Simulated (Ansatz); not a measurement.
Consider Rb2MoF6 (started from the K2PtCl6 type) (Fm-3m).

The structure was built from a prototype and need not be the compound's stable phase.

```cif
data_structure
_symmetry_space_group_name_H-M 'P 1'
_symmetry_Int_Tables_number 1
_cell_length_a 6.1235
_cell_length_b 6.1235
_cell_length_c 6.1235
_cell_angle_alpha 60.000
_cell_angle_beta 60.000
_cell_angle_gamma 60.000
_cell_volume 162.36
loop_
_atom_site_label
_atom_site_type_symbol
_atom_site_fract_x
_atom_site_fract_y
_atom_site_fract_z
_atom_site_occupancy
Rb1 Rb 0.25000 0.25000 0.25000 1
Rb2 Rb 0.75000 0.75000 0.75000 1
Mo3 Mo 0.00000 0.00000 0.00000 1
F4 F 0.22534 0.22534 0.77466 1
F5 F 0.77466 0.77466 0.22534 1
F6 F 0.22534 0.77466 0.22534 1
F7 F 0.77466 0.22534 0.77466 1
F8 F 0.77466 0.22534 0.22534 1
F9 F 0.22534 0.77466 0.77466 1
```

The structure was relaxed with PBEsol. The structure type comes from a generator and need not be one that this composition takes. The structure was generated from a model, not taken from a measurement. The runs that relaxed it are not among those shown. The program's search for lower electronic states was switched off, so nothing shows that the state found is the lowest. PAW set soft_2, made with PBE.

A constrained-RPA run (Ansatz 0.2.0; non-magnetic PBEsol; Mo t2g, bands v1 to c2, 4×4×4 mesh, medium accuracy) builds 3 functions on bands 0.15 eV wide, with 2.0 electrons in the window. The bare on-site interaction is 12.9 eV and the bare J 0.47 eV.

Question: Estimate U, U′ and J.

On the Mo t2g shell, U = 5.76 eV (45 % of the bare value), U′ = 5.01 eV, J = 0.34 eV.

The parent state is non-magnetic and the interaction static (zero frequency); U depends on the window and the orbitals, so it belongs to this model alone.

[Paths, hosts, dates, memory and timing lines, banners, echoed tables and standing remarks are left out of the program output.]

[Logs are printed without paths, hosts, clocks, repeated set-up lines and the standing remarks that a program may print on its own settings, such as how far it seeks lower states.]

[Runs of the session that timed out or met a known fault of the program may be left out.]

[Hosts, paths, dates, database ids (printed as entryN), source tags and the programs' standing remarks are cut or masked in the printed files.]
